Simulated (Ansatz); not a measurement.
Rows from a G0W0 calculation on Cs2PbI2Cl2 (I4/mmm) (Ansatz 0.2.0; G0W0 on PBE, plane waves, PAW; PAW set soft_1; 4×4×4 mesh, 179 empty bands, screening to 39 eV, PAW set soft_1 files), in eV. Spin-orbit coupling is left out.

| row | Σx | Σc | Vxc | Z |
| --- | --- | --- | --- | --- |
| A | -7.63 | -2.84 | -11.38 | 0.81 |
| B | -18.25 | 1.72 | -16.15 | 0.79 |
| C | -17.10 | 2.40 | -13.84 | 0.77 |
| D | -8.01 | -2.84 | -11.80 | 0.81 |

Which rows are filled states and which are empty ones, and how can one tell?

Filled: B and C. Empty: A and D. The sign of Σc tells: for a filled state bare exchange, which holds its interaction with itself, lies below Vxc (Σx − Vxc is -2.1 eV or lower here) and screening gives part back as a positive Σc. For an empty state Σx lies above Vxc (+3.7 eV or more) and the Coulomb hole leaves Σc negative.

[Runs of the session that timed out or met a known fault of the program may be left out.]

[Cells called generated may have been cut or substituted from an entry of the Crystallography Open Database or the Materials Project.]

[Hosts, paths, dates, database ids (printed as entryN), source tags and the programs' standing remarks are cut or masked in the printed files.]
